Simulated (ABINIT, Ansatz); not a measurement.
## H3BrO (Cm): G0W0 with ABINIT, start to end

Wanted: ground state, empty states, screening and self-energy for H3BrO (Cm).

Program: ABINIT 10.8.3. Level of theory: PBEsol and many-body steps on it, plane waves. Values are calculated unless marked as measured.

This is a report of a sequence of runs, with the program logs left out and the cost of each run kept.

## (1) The structure

The structure is monoclinic, space group Cm (No. 8). Conventional cell: a = 6.973 Å, b = 4.952 Å, c = 4.430 Å, α = 90.00°, β = 112.77°, γ = 90.00°. H has 1 O at 1.03 Å nearest. Br has 3 H at 2.08 to 2.09 Å nearest. Nearest to O lie 3 H at 1.03 Å. Farther neighbours, and contacts between anions beyond the nearest, are not listed.

The cell and positions are those that the Materials Project relaxed with its own functionals (PBE, PBE+U or r2SCAN), kept fixed.

## (2) Ground state

This step: ABINIT 10.8.3; DFT, PBEsol, plane waves, norm-conserving pseudopotentials.

The ground-state density comes first.

Input file run.abi:

```
acell 3*1.0 Angstrom
rprim 
  3.486419000000 -2.476209000000 0.000000000000
  3.486419000000 2.476209000000 0.000000000000
  -1.714341000000 -0.000000000000 4.084576000000
ntypat 3
znucl 1 35 8
natom 5
typat 1 1 1 2 3
xred 
  0.314472000000 0.314472000000 0.352441000000
  0.642675000000 0.307942000000 0.680036000000
  0.307942000000 0.642675000000 0.680036000000
  0.016087000000 0.016087000000 0.988660000000
  0.460242000000 0.460242000000 0.536286000000
pp_dirpath "pseudos"
pseudos "H.upf, Br.upf, O.upf"
ecut 36
ngkpt 6 6 6
nshiftk 1
shiftk 0 0 0
kptopt 1
chksymbreak 0
nband 14
occopt 1
tolvrs 1e-10
nstep 60
prtwf 0
optforces 0
optstress 0
indata_prefix "in"
outdata_prefix "out"
tmpdata_prefix "tmp"
```

Started as:

```bash
> OMP_NUM_THREADS=1 mpirun -n 4 abinit run.abi > log
```

The job ended after 75 s (4 MPI ranks of Intel Xeon Platinum 8175M at 2.50GHz (Skylake/Cascade Lake), shared host; peak memory 0.42 GiB; 5 min of CPU time).

This step gave:

* total energy: -925.1487 eV
* gap: 4.312 eV
* k of the valence top: 0, 0, 0
* k of the conduction bottom: 0, 0, 0
* least direct gap: 4.312 eV

The gap is direct, at Γ.

## (3) Bands along the symmetry lines

The cheap functional maps the bands first; the places of the edges decide which points the dearer methods must see.

Input file run.abi:

```
acell 3*1.0 Angstrom
rprim 
  3.486419000000 -2.476209000000 0.000000000000
  3.486419000000 2.476209000000 0.000000000000
  -1.714341000000 -0.000000000000 4.084576000000
ntypat 3
znucl 1 35 8
natom 5
typat 1 1 1 2 3
xred 
  0.314472000000 0.314472000000 0.352441000000
  0.642675000000 0.307942000000 0.680036000000
  0.307942000000 0.642675000000 0.680036000000
  0.016087000000 0.016087000000 0.988660000000
  0.460242000000 0.460242000000 0.536286000000
pp_dirpath "pseudos"
pseudos "H.upf, Br.upf, O.upf"
ecut 36
iscf -2
irdden 1
kptopt 0
nkpt 76
kpt 
  0.00000000 0.00000000 0.00000000
  -0.04979090 0.04979090 0.00000000
  -0.09958180 0.09958180 0.00000000
  -0.14937270 0.14937270 0.00000000
  -0.19916360 0.19916360 0.00000000
  -0.24895451 0.24895451 0.00000000
  -0.29874541 0.29874541 0.00000000
  -0.34853631 0.34853631 0.00000000
  -0.39832721 0.39832721 0.00000000
  0.39832721 0.60167279 0.00000000
  0.41103631 0.58896369 0.00000000
  0.42374541 0.57625459 0.00000000
  0.43645451 0.56354549 0.00000000
  0.44916360 0.55083639 0.00000000
  0.46187270 0.53812730 0.00000000
  0.47458180 0.52541820 0.00000000
  0.48729090 0.51270910 0.00000000
  0.50000000 0.50000000 0.00000000
  0.43750000 0.43750000 0.00000000
  0.37500000 0.37500000 0.00000000
  0.31250000 0.31250000 0.00000000
  0.25000000 0.25000000 0.00000000
  0.18750000 0.18750000 0.00000000
  0.12500000 0.12500000 0.00000000
  0.06250000 0.06250000 0.00000000
  0.00000000 0.00000000 0.00000000
  0.06250000 0.06250000 -0.06250000
  0.12500000 0.12500000 -0.12500000
  0.18750000 0.18750000 -0.18750000
  0.25000000 0.25000000 -0.25000000
  0.31250000 0.31250000 -0.31250000
  0.37500000 0.37500000 -0.37500000
  0.43750000 0.43750000 -0.43750000
  0.50000000 0.50000000 -0.50000000
  0.47599611 0.52400389 -0.50000000
  0.45199221 0.54800779 -0.50000000
  0.42798832 0.57201168 -0.50000000
  0.40398443 0.59601557 -0.50000000
  0.37998054 0.62001946 -0.50000000
  0.35597665 0.64402335 -0.50000000
  0.33197275 0.66802725 -0.50000000
  0.30796886 0.69203114 -0.50000000
  -0.30796886 0.30796886 -0.50000000
  -0.26947275 0.26947275 -0.50000000
  -0.23097665 0.23097665 -0.50000000
  -0.19248054 0.19248054 -0.50000000
  -0.15398443 0.15398443 -0.50000000
  -0.11548832 0.11548832 -0.50000000
  -0.07699222 0.07699222 -0.50000000
  -0.03849611 0.03849611 -0.50000000
  0.00000000 0.00000000 -0.50000000
  0.00000000 0.00000000 -0.43750000
  0.00000000 0.00000000 -0.37500000
  0.00000000 0.00000000 -0.31250000
  0.00000000 0.00000000 -0.25000000
  0.00000000 0.00000000 -0.18750000
  0.00000000 0.00000000 -0.12500000
  0.00000000 0.00000000 -0.06250000
  0.00000000 0.00000000 0.00000000
  0.00000000 0.50000000 -0.50000000
  0.00000000 0.43750000 -0.43750000
  0.00000000 0.37500000 -0.37500000
  0.00000000 0.31250000 -0.31250000
  0.00000000 0.25000000 -0.25000000
  0.00000000 0.18750000 -0.18750000
  0.00000000 0.12500000 -0.12500000
  0.00000000 0.06250000 -0.06250000
  0.00000000 0.00000000 0.00000000
  0.00000000 0.06250000 0.00000000
  0.00000000 0.12500000 0.00000000
  0.00000000 0.18750000 0.00000000
  0.00000000 0.25000000 0.00000000
  0.00000000 0.31250000 0.00000000
  0.00000000 0.37500000 0.00000000
  0.00000000 0.43750000 0.00000000
  -0.00000000 0.50000000 0.00000000
istwfk *1
nband 15
nbdbuf 2
tolwfr 1e-08
nstep 40
prtwf 0
prtvol 0
indata_prefix "in"
outdata_prefix "out"
tmpdata_prefix "tmp"
```

Run time: 31 s. Hardware: 4 MPI ranks; peak memory 0.38 GiB; 2.1 min of CPU time.

This step gave:

* gap: 4.312 eV
* k of the valence top: 0, 0, 0
* k of the conduction bottom: 0, 0, 0
* least direct gap: 4.312 eV

The gap is 4.312 eV, as in the run before at this level.

The electronic bands at the labelled points (eV, zero at the top of the highest filled band; v1 is the highest filled band, c1 the lowest empty one):

```
     point     v4     v3     v2     v1    c1    c2    c3    c4
         Γ  -3.85  -0.59  -0.49   0.00  4.31  8.19  8.56  9.19
   halfway  -3.97  -1.21  -0.64  -0.27  6.10  8.19  8.79  9.38
         C  -4.20  -1.10  -0.83  -0.47  6.73  7.33  8.75  8.85
jump to C2  -4.20  -1.10  -0.83  -0.47  6.73  7.33  8.75  8.85
   halfway  -4.23  -1.02  -0.80  -0.49  6.34  7.32  8.83  8.85
        Y2  -4.24  -1.00  -0.77  -0.50  6.20  7.32  8.84  8.85
   halfway  -4.00  -1.06  -0.64  -0.32  5.76  7.83  8.94  9.14
         Γ  -3.85  -0.59  -0.49   0.00  4.31  8.19  8.56  9.19
   halfway  -3.93  -0.84  -0.77  -0.77  5.76  8.83  8.86  9.31
        M2  -4.05  -1.28  -1.07  -1.02  6.53  8.66  8.71  9.92
   halfway  -4.09  -1.27  -1.01  -0.87  6.76  8.02  8.79  9.87
         D  -4.15  -1.12  -0.90  -0.68  6.89  7.72  8.96  9.53
jump to D2  -4.15  -1.12  -0.90  -0.68  6.89  7.72  8.96  9.53
   halfway  -4.08  -1.36  -0.63  -0.35  7.19  7.64  8.70  8.97
         A  -3.96  -1.71  -0.58  -0.11  6.79  8.43  9.24  9.28
   halfway  -3.90  -1.21  -0.53  -0.07  5.52  8.16  8.69  9.51
         Γ  -3.85  -0.59  -0.49   0.00  4.31  8.19  8.56  9.19
jump to L2  -4.19  -0.97  -0.82  -0.36  6.08  7.48  9.02  9.20
   halfway  -3.97  -1.05  -0.70  -0.22  5.75  7.88  9.10  9.16
         Γ  -3.85  -0.59  -0.49   0.00  4.31  8.19  8.56  9.19
   halfway  -3.91  -1.14  -0.62  -0.13  5.54  8.35  8.54  9.40
        V2  -3.98  -1.67  -0.67  -0.18  6.75  8.61  9.05  9.31
```

## (4) Empty states on the mesh, 4×4×2 mesh, 46 bands

The sums over transitions need many empty states on a uniform mesh; this step solves for them.

Input file run.abi:

```
acell 3*1.0 Angstrom
rprim 
  3.486419000000 -2.476209000000 0.000000000000
  3.486419000000 2.476209000000 0.000000000000
  -1.714341000000 -0.000000000000 4.084576000000
ntypat 3
znucl 1 35 8
natom 5
typat 1 1 1 2 3
xred 
  0.314472000000 0.314472000000 0.352441000000
  0.642675000000 0.307942000000 0.680036000000
  0.307942000000 0.642675000000 0.680036000000
  0.016087000000 0.016087000000 0.988660000000
  0.460242000000 0.460242000000 0.536286000000
pp_dirpath "pseudos"
pseudos "H.upf, Br.upf, O.upf"
ecut 36
ngkpt 4 4 2
nshiftk 1
shiftk 0 0 0
kptopt 1
chksymbreak 0
iscf -2
irdden 1
istwfk *1
nband 46
nbdbuf 4
tolwfr 1e-09
nstep 60
prtvol 0
indata_prefix "in"
outdata_prefix "out"
tmpdata_prefix "tmp"
```

It took 31 s on 4 MPI ranks; peak memory 0.35 GiB.

Read from the output:

```
gap                                                           : 4.312 eV
k of the valence top                                          : 0, 0, 0
k of the conduction bottom                                    : 0, 0, 0
least direct gap                                              : 4.312 eV
k points computed                                             : 14
lowest point of the top converged band, above the valence top : 30.81 eV
```

On this mesh the gap is 4.312 eV.

## (5) Screening, 4×4×2 mesh, 42 bands, screening to 98 eV

The RPA dielectric matrix is built and inverted for each q.

This step: RPA screening on PBEsol, plane waves, norm-conserving pseudopotentials.

Changes to run.abi since step 4:

```diff
@@ -23,10 +23,11 @@
 chksymbreak 0
-iscf -2
-irdden 1
 istwfk *1
-nband 46
-nbdbuf 4
-tolwfr 1e-09
-nstep 60
-prtvol 0
+occopt 1
+irdwfk 1
+optdriver 3
+nband 42
+ecuteps 3.6
+inclvkb 2
+awtr 1
+symchi 1
 indata_prefix "in"
```

It took 20 s on 4 MPI ranks; peak memory 0.73 GiB.

Numbers from this step:

| Property | Result |
| --- | --- |
| ε∞ with local fields, on this mesh | 2.730 |
| ε∞ without local fields, on this mesh | 3.189 |
| plasma frequency | 17.69 eV |
| plane waves in the screening matrix | 159 |

Local fields lower ε∞ by 14 %. On a Γ-centred mesh this coarse the value itself is usually too large, while a short band sum pulls it down.

## (6) Self-energy, 4×4×2 mesh, 42 bands, screening to 98 eV

The self-energy is evaluated for the states that the input lists, and the quasiparticle equation is solved.

This step: G0W0 on PBEsol, plane waves, norm-conserving pseudopotentials.

Changes to run.abi since step 5:

```diff
@@ -26,8 +26,15 @@
 irdwfk 1
-optdriver 3
+optdriver 4
 nband 42
+gwcalctyp 0
+ecutsigx 36
+symsigma 1
+nkptgw 1
+kptgw 
+  0.0000000000 0.0000000000 0.0000000000
+bdgw 
+  7 10
 ecuteps 3.6
-inclvkb 2
-awtr 1
-symchi 1
+irdscr 1
+ppmodel 1
 indata_prefix "in"
```

Wall time 5.3 s (4 MPI ranks); peak memory 0.5 GiB; 20 s of CPU time.

Numbers from this step:

* G0W0 gap on the mesh: 6.601 eV
* starting gap on the mesh: 4.312 eV
* k of the valence top: 0, 0, 0
* k of the conduction bottom: 0, 0, 0
* Z at the valence top: 0.823
* Z at the conduction bottom: 0.861
* least direct G0W0 gap on the computed points: 6.601 eV

The gap on the mesh goes from 4.31 eV to 6.60 eV, a correction of +2.29 eV.

Limits: finite bands, cutoff and mesh; no spin-orbit coupling; coarse k mesh. v1 is the top filled band, c1 the lowest empty one. The levels before and after the correction (eV, zero at the valence-band top of each column):

```
           conduction bottom  valence top
Kohn-Sham               4.31         0.00
     G0W0               6.60         0.00
```

```
           level  energy (eV)
Kohn-Sham   Γ v2       -0.490
Kohn-Sham   Γ v1        0.000
Kohn-Sham   Γ c1        4.312
Kohn-Sham   Γ c2        8.190
     G0W0   Γ v2       -0.397
     G0W0   Γ v1        0.000
     G0W0   Γ c1        6.601
     G0W0   Γ c2       10.585
```

## (7) Where the time went

Times are wall times on 4 MPI ranks of Intel Xeon Platinum 8175M at 2.50GHz (Skylake/Cascade Lake), shared host, good to a factor of about two.

```
                          step   time  share  memory (GiB)
                  ground state   75 s   46 %          0.42
bands along the symmetry lines   31 s   19 %          0.38
      empty states on the mesh   31 s   19 %          0.35
                     screening   20 s   12 %          0.73
                   self-energy  5.3 s    3 %           0.5
```

## (8) Summary of results

| Property | Result |
| --- | --- |
| PBEsol gap | 4.31 eV, direct |
| G0W0 gap on the mesh | 6.60 eV |
| GW settings | 4×4×2 mesh, 42 bands, screening to 98 eV, Godby-Needs plasmon pole |
| known limits | short of the basis limit; no spin-orbit coupling; coarse k mesh |

What this shows: G0W0 moves the gap on the mesh from 4.31 eV to 6.60 eV (+2.29 eV), with Z of 0.82 and 0.86 at the edges. Local fields lower the RPA ε∞ on this mesh from 3.19 to 2.73; a Γ-centred mesh this coarse tends to raise both, most where the direct gap is narrow, while a short band sum lowers them. The dearest step here is «ground state». Bands and cutoff are finite, so the gap stands short of the basis limit, usually by up to a few tenths of an eV; the mesh is an error of its own. The 4×4×2 mesh is coarse for this cell, which bears on the long-range parts of exchange and screening. The many-body steps are scalar-relativistic: spin-orbit coupling is not in them.

[Long decimals in the printed logs are rounded to 6 places.]

[Logs are printed without paths, hosts, clocks, repeated set-up lines and the standing remarks that a program may print on its own settings, such as how far it seeks lower states.]

[Paths, hosts, dates, memory and timing lines, banners, echoed tables and standing remarks are left out of the program output; an Ansatz launch command may be rebuilt from the run's recorded settings. Measured values are a selection of at most five: reports struck by readers or far from the other reports are left out. None is set beside runs whose start may be inverted or whose files or cutoffs have a known fault.]

[Runs of the session that timed out or met a known fault of the program may be left out.]

[Hosts, paths, dates, database ids (printed as entryN), source tags and the programs' standing remarks are cut or masked in the printed files.]

[G0W0 gaps are taken among the corrected bands and points alone; a level outside them can change the order at an edge.]

[Where Ansatz stands beside ABINIT at settings called matched, ABINIT's density can come from a denser mesh and the files from another edition; pairs whose starting gaps differed by over 0.03 eV were left out, so agreement reads better than it is.]
